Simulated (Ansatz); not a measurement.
# What TiC (model cell, started as CsCl type) distorts into

Aim: this structure of TiC (model cell, started as CsCl type) is to be tested for unstable modes, and one is followed downhill.

Main program and level: Ansatz 0.2.0; DFT PBEsol, scalar-relativistic, plane waves, PAW.

Report form: the programs' logs are mostly left out.

The structure was built from a prototype and need not be the compound's stable phase.

## Step 1: Starting point

Symmetry: Pm-3m, No. 221, cubic system. The conventional cell has a = 2.682 Å, b = 2.682 Å, c = 2.682 Å, α = 90.00°, β = 90.00°, γ = 90.00°. Ti has 8 C at 2.32 Å nearest. Nearest to C lie 8 Ti at 2.32 Å. Farther neighbours are not listed.

## Step 2: The dispersion

The cell comes from relaxations at this level that are not shown. Stability and thermal properties need the whole zone. Linear response on a 4×4×4 q mesh gives force constants as far as a supercell of that size would.

File input.yaml:

```yaml
crystal:
  lattice:
    - [2.6818219351, 0.0, 0.0]
    - [0.0, 2.6818219351, 0.0]
    - [0.0, 0.0, 2.6818219351]
  atoms:
    - { symbol: Ti, position: [0.0, 0.0, 0.0] }
    - { symbol: C, position: [0.5, 0.5, 0.5] }
kpoints:
  mp_grid: { grid: [16, 16, 16] }
hamiltonian:
  xc: pbesol
scf:
  occupations: { method: methfessel_paxton, width: 0.15 }
output:
  eigenvalues: true
phonons:
  method: dfpt
  qmesh: [4, 4, 4]
  temperatures: { t_max: 1000, t_step: 50 }
  qpath:
    path:
      - [[0.0, 0.0, 0.0], [0.0, 0.5, 0.0], [0.5, 0.5, 0.0], [0.0, 0.0, 0.0], [0.5, 0.5, 0.5], [0.0, 0.5, 0.0]]
      - [[0.5, 0.5, 0.5], [0.5, 0.5, 0.0]]
    npoints: 10
```

Launch:

```bash
$ ansatz run input.yaml --threads 4 --pin off --max-ram 7168MiB --backend cpu --events-out ev --progress --plain --runs-dir out
```

The job ended after 3.4 min (4 threads of Arm Neoverse V1, shared host; peak memory 1.7 GiB).

This step gave:

| Quantity | Value |
| --- | --- |
| volume per atom | 9.644 Å³ |
| gap on the k-mesh | 0 eV |
| sum-rule residual before enforcement | 1.91e-5 eV/Å² |
| lowest frequency on the path | -369.2 cm⁻¹ |
| point group | m-3m |
| highest frequency on the path or at a solved wavevector | 419.1 cm⁻¹ |
| highest optical mode at the zone centre (no LO-TO term) | 251.4 cm⁻¹ |
| lowest optical zone-centre mode | 251.4 cm⁻¹ |
| lowest mode on the q mesh (acoustic modes at Γ apart) | -356.6 cm⁻¹ |

Frequencies (cm⁻¹) solved at each irreducible wavevector; negative means imaginary. Frequencies by wavevector, by row:

```
q in reciprocal lattice units  star  mode 1  mode 2  mode 3  mode 4  mode 5  mode 6
                        0 0 0     1       0       0       0   251.4   251.4   251.4
                     0 0 0.25     6  -225.1  -225.1   115.2   162.5   162.5   364.9
                     0 0 -0.5     3    -334    -334  -172.9  -172.9   145.1   398.3
                  0 0.25 0.25    12  -318.9  -133.2     -34   118.8   253.1   362.9
                  0 0.25 -0.5    12  -314.3  -275.4   -56.6   260.6   308.6   417.6
                  0 -0.5 -0.5     3  -356.6  -332.3   303.2   303.2   392.6   392.6
               0.25 0.25 0.25     8  -177.2  -177.2    -156     -89   263.4   263.4
               0.25 0.25 -0.5    12  -204.4   -50.9    48.4   249.8   282.1   403.6
               0.25 -0.5 -0.5     6  -293.7  -108.4   268.7   268.7   343.2   343.2
               -0.5 -0.5 -0.5     1   178.7   178.7   178.7   261.4   261.4   261.4
```

Interpolated from a 4×4×4 q mesh. The phonon branches at the labelled points (cm⁻¹):

```
    point  branch 1  branch 2  branch 3  branch 4  branch 5  branch 6
        Γ         0         0         0       251       251       251
  halfway      -225      -225       115       162       162       365
        X      -334      -334      -173      -173       145       398
  halfway      -314      -275       -57       261       309       418
        M      -357      -332       303       303       393       393
  halfway      -319      -133       -34       119       253       363
        Γ         0         0         0       251       251       251
  halfway      -177      -177      -156       -89       263       263
        R       179       179       179       261       261       261
  halfway      -204       -51        48       250       282       404
        X      -334      -334      -173      -173       145       398
jump to R       179       179       179       261       261       261
  halfway      -294      -108       269       269       343       343
        M      -357      -332       303       303       393       393
```

Symmetry leaves 10 wavevectors to solve. The lowest mode among them, the acoustic zeros apart, lies at q = (0, -0.5, -0.5) and is imaginary, 356.6i cm⁻¹, so the energy falls along it. Between them the interpolated path dips to 369i cm⁻¹.

## Step 3: The mode frozen in, largest atomic shift 0 Å

The mode followed lies at q = (0, -0.5, -0.5) with frequency 356.6i cm⁻¹, the softest among the wavevectors solved. At small amplitude the distorted cell has space group no. 129 by a symmetry search on the positions. The undistorted cell that holds it gives the zero of energy on the same k mesh.

System of this step: TiC (model cell, started as CsCl type). The structure is cubic, space group Pm-3m (No. 221). The conventional cell has a = 2.682 Å, b = 2.682 Å, c = 2.682 Å, α = 90.00°, β = 90.00°, γ = 90.00°. Ti has 8 C at 2.32 Å nearest. Nearest to C lie 8 Ti at 2.32 Å. Farther neighbours are not listed.

File input.yaml:

```yaml
crystal:
  lattice:
    - [-2.6818219351, 0.0, 0.0]
    - [0.0, -2.6818219351, -2.6818219351]
    - [0.0, -2.6818219351, 2.6818219351]
  atoms:
    - { symbol: Ti, position: [0.0, 1.0, 0.0] }
    - { symbol: Ti, position: [0.0, 0.5, 0.5] }
    - { symbol: C, position: [0.5, 0.0, 0.5] }
    - { symbol: C, position: [0.5, 0.5, 0.0] }
kpoints:
  mp_grid: { grid: [14, 10, 10] }
hamiltonian:
  xc: pbesol
scf:
  occupations: { method: methfessel_paxton, width: 0.15 }
output:
  forces: true
  stress: true
  eigenvalues: true
```

Elapsed: 2.2 s, on 4 threads; peak memory 0.4 GiB; 7.9 s of CPU time.

Numbers from this step:

- pressure: -0.07128 GPa
- energy from the undistorted cell: 0 meV/atom

The run ends at a pressure of -0.07 GPa.

## Step 4: The mode frozen in, largest atomic shift 0.45 Å

The atoms are moved along the unstable eigenvector, the largest shift by 0.45 Å, with the cell fixed.

input.yaml, the sections that differ from step 3:

```yaml
crystal:
  lattice:
    - [-2.6818219351, 0.0, 0.0]
    - [0.0, -2.6818219351, -2.6818219351]
    - [0.0, -2.6818219351, 2.6818219351]
  atoms:
    - { symbol: Ti, position: [0.0, 1.0, 0.0] }
    - { symbol: Ti, position: [0.0, 0.5, 0.5] }
    - { symbol: C, position: [0.3322036247, 0.0, 0.5] }
    - { symbol: C, position: [0.6677963753, 0.5, 0.0] }
# kpoints, hamiltonian, scf, output: as in step 3
```

Elapsed: 1.8 s, on 4 threads; peak memory 0.4 GiB; 6.5 s of CPU time.

Numbers from this step:

| Item | Value |
| --- | --- |
| pressure | 16.14 GPa |
| energy from the undistorted cell | -162.9 meV/atom |

The energy, extrapolated to zero smearing, is -162.89 meV/atom against the undistorted cell.

The run ends at a pressure of 16.14 GPa, with forces up to 0.36 eV/Å.

## Step 5: Energy along the mode, all amplitudes (two of the runs are shown above)

An imaginary frequency means negative curvature, so the energy should fall and then rise again as anharmonic terms take over.

Numbers from this step:

```
depth at the lowest point sampled  : 162.9 meV/atom
largest atomic shift at that point : 0.45 Å
```

Table of energy from the parent by largest atomic shift:

```
largest atomic shift (Å)  energy from the parent (meV/atom)
                   0.000                                  0
                   0.040                              -1.81
                   0.080                              -7.89
                   0.140                              -26.9
                   0.220                              -65.1
                   0.320                               -116
                   0.450                               -163
                   0.600                               -141
```

Displacement at unit largest shift by atom:

```
atom  x (Å)  y (Å)  z (Å)  size
 Ti1   0.00   0.00   0.00  0.00
 Ti2   0.00   0.00   0.00  0.00
  C3   1.00   0.00   0.00  1.00
  C4  -1.00   0.00   0.00  1.00
```

The lowest of the steps tried is at 0.45 Å, 163 meV/atom below the parent; the bottom of the well need not coincide with a step.

## Step 6: Relaxing from the distorted cell

Starting from the lowest point found, all atoms and the cell are let go, so that strain and other modes of the same symmetry can join in.

input.yaml, as its differences from that of step 4:

```diff
@@ -20 +20,6 @@
   eigenvalues: true
+relax:
+  adjacent_minimum: "off"
+  f_tol: 0.002
+  max_steps: 120
+  cell: { stress_tol: 0.03 }
```

The job ended after 17 s (4 threads; peak memory 0.44 GiB; 65 s of CPU time).

The steps of the relaxation:

```
step  energy less that of the first step (eV)  largest force component (eV/Å)  pressure (GPa)  volume (Å³)
   1                                   0.0000                          0.3580           16.14        38.58
   2                                  -0.3570                          0.0417            0.44        40.75
   3                                  -0.3575                          0.0147            0.04        40.84
   4                                  -0.3575                          0.0096           -0.02        40.87
   5                                  -0.3574                          0.0000           -0.02        40.92
  6*                                  -0.3658                          0.0017            0.26        40.92
   7                                  -0.3658                          0.0015            0.01        40.96
  8*                                  -0.3659                          0.0016            0.01        40.96
```

Relaxation steps marked * repeat the geometry before them on a plane-wave basis chosen anew for their cell, so energy and pressure can jump there.

The run keeps the 16 symmetry operations that it works with, so distortions that break them were not tested.

```
     cell as run  before  after  change
           a (Å)   2.682  2.591  -3.4 %
           b (Å)   3.793  3.976  +4.8 %
           c (Å)   3.793  3.976  +4.8 %
volume (Å³/atom)    9.64  10.24  +6.2 %
```

The atoms that moved most (Å, as changes of fractional coordinates times the final cell):

```
atom      dx     dy     dz  length
  C4  -0.092  0.000  0.000   0.092
  C3   0.092  0.000  0.000   0.092
```

The relaxed structure:

```xyz
4
Lattice="-2.5911 0.0000 0.0000 0.0000 -2.8114 -2.8114 0.0000 -2.8114 2.8114" Properties=species:S:1:pos:R:3 pbc="T T T"
Ti    0.0000   -2.8114   -2.8114
Ti    0.0000   -2.8114    0.0000
C    -0.7684   -1.4057    1.4057
C    -1.8227   -1.4057   -1.4057
```

Numbers from this step:

- pressure: 0.01178 GPa
- volume per atom: 10.24 Å³

The distorted start has space group P4/nmm; the relaxation ends in P4/nmm.

## Step 7: The new phase in its own primitive cell

The relaxed structure is symmetrised, reduced to its primitive cell and relaxed tightly, as its phonons need.

input.yaml, the sections that differ from step 6:

```yaml
crystal:
  lattice:
    - [3.9759815302, 0.0, 0.0]
    - [0.0, 3.9759815302, 0.0]
    - [0.0, 0.0, 2.5910838427]
  atoms:
    - { symbol: Ti, position: [0.0, 0.0, 0.0] }
    - { symbol: Ti, position: [0.5, 0.5, 0.0] }
    - { symbol: C, position: [0.0, 0.5, 0.2965597712] }
    - { symbol: C, position: [0.5, 0.0, 0.7034402288] }
kpoints:
  mp_grid: { grid: [10, 10, 14] }
relax:
  adjacent_minimum: "off"
  f_tol: 0.001
  max_steps: 60
  cell: { stress_tol: 0.01 }
# hamiltonian, scf, output: as in step 6
```

The job ended after 11 s (4 threads; peak memory 0.44 GiB; 42 s of CPU time).

Little changed from the start: no atom moved by 0.005 Å and no cell edge by 0.1 %.

Numbers from this step:

```yaml
pressure: 3.33e-5 GPa
```

The largest force component left is 0.16 meV/Å and the pressure is 0.000 GPa, within the tolerances set. The cell now holds 10.24 Å³/atom.

## Step 8: Modes of the new phase, k-mesh 10×10×14

A relaxed structure may still be a saddle point, so its zone-centre modes are computed. No field response is asked, since the mesh shows no gap.

input.yaml, the sections that differ from step 7:

```yaml
crystal:
  lattice:
    - [3.9762458473, 0.0, 0.0]
    - [0.0, 3.9762458473, 0.0]
    - [0.0, 0.0, 2.5910069189]
  atoms:
    - { symbol: Ti, position: [0.0, 0.0, 0.0] }
    - { symbol: Ti, position: [0.5, 0.5, 0.0] }
    - { symbol: C, position: [0.0, 0.5, 0.2964383958] }
    - { symbol: C, position: [0.5, 0.0, 0.7035616042] }
output:
  eigenvalues: true
phonons:
  method: dfpt
# kpoints, hamiltonian, scf: as in step 7
# relax: removed
```

The job ended after 35 s (4 threads; peak memory 1.1 GiB).

Numbers from this step:

```yaml
sum_rule_residual_before_enforcement: 1.17e-5 eV/Å²
point_group: 4/mmm
highest_optical_mode_at_the_zone_centre_no_lo_to_term: 521.9 cm⁻¹
lowest_optical_zone_centre_mode: -61.21 cm⁻¹
```

Patterns of degenerate modes are one choice out of their space. Modes at Γ, with each element's share of the kinetic energy (negative means imaginary):

```
mode  frequency (cm⁻¹)  symmetry  Ti %  C %
   1             -61.2       B1g   100    0
   2               0.0  acoustic    80   20
   3               0.0  acoustic    80   20
   4               0.0  acoustic    80   20
   5             351.7        Eg    92    8
   6             351.7        Eg    92    8
   7             385.2       A2u    20   80
   8             408.4       A1g     0  100
   9             427.4        Eu    20   80
  10             427.4        Eu    20   80
  11             521.9        Eg     8   92
  12             521.9        Eg     8   92
```

Displacements in mode 1 (-61.2 cm⁻¹), the largest set to 1:
```
Ti1  0.00  0.00  1.00
Ti2  0.00  0.00 -1.00
C3   0.00  0.00  0.00
C4   0.00  0.00  0.00
```

Displacements in mode 6 (351.7 cm⁻¹), the largest set to 1:
```
Ti1 -0.38  1.00  0.00
Ti2  0.38 -1.00  0.00
C3   0.23  0.61  0.00
C4  -0.23 -0.61  0.00
```

Before it was imposed, the acoustic sum rule was missed by 1.2e-5 eV/Å². Small misses are needed for a sound result but don't prove that mesh and cutoff are converged. The lowest optical mode is imaginary, 61.2i cm⁻¹, so the energy falls along it.

## Step 9: What came out

| Quantity | Value |
| --- | --- |
| unstable mode of the parent | q = (0, -0.5, -0.5), 357i cm⁻¹ |
| depth at the lowest point sampled | 163 meV/atom |
| largest atomic shift at that point | 0.45 Å |
| space group reached (within 0.01 Å) | P4/nmm |
| energy gained over the parent (first relaxation, on the mesh of the frozen mode) | 254 meV/atom |
| volume per atom, phase reached | 10.2 Å³ |
| lowest optical zone-centre mode, phase reached | -61.2 cm⁻¹ |
| highest optical mode at the zone centre (no LO-TO term), phase reached | 522 cm⁻¹ |

**Reading.** Along this mode the structure falls into P4/nmm, 254 meV/atom below the parent. At the parent's cell the well is 162.9 meV/atom deep on the steps tried, with its lowest point at a shift of 0.45 Å. Relaxing atoms and cell changes the gain by +91.54 meV/atom against the lowest step (energies at zero smearing). The new phase still has an imaginary mode at the zone centre of its cell, so it is a saddle point on the way to a lower structure. Of the 4 patterns followed to their end from this parent, this one ends 785 meV/atom above the lowest, P6_3/mmc. Each path keeps the symmetry of its pattern, so a lower phase may lie along a pattern not tried. With no gap, or one that is small against the smearing, the frequencies hang on the k mesh and the smearing, most of all near Kohn anomalies. The starting cell was built on a prototype and not taken from a measurement, so the phase need not exist.

[Logs are printed without paths, hosts, clocks, repeated set-up lines and the standing remarks that a program may print on its own settings, such as how far it seeks lower states.]

[Hosts, paths, dates, database ids (printed as entryN), source tags and the programs' standing remarks are cut or masked in the printed files.]
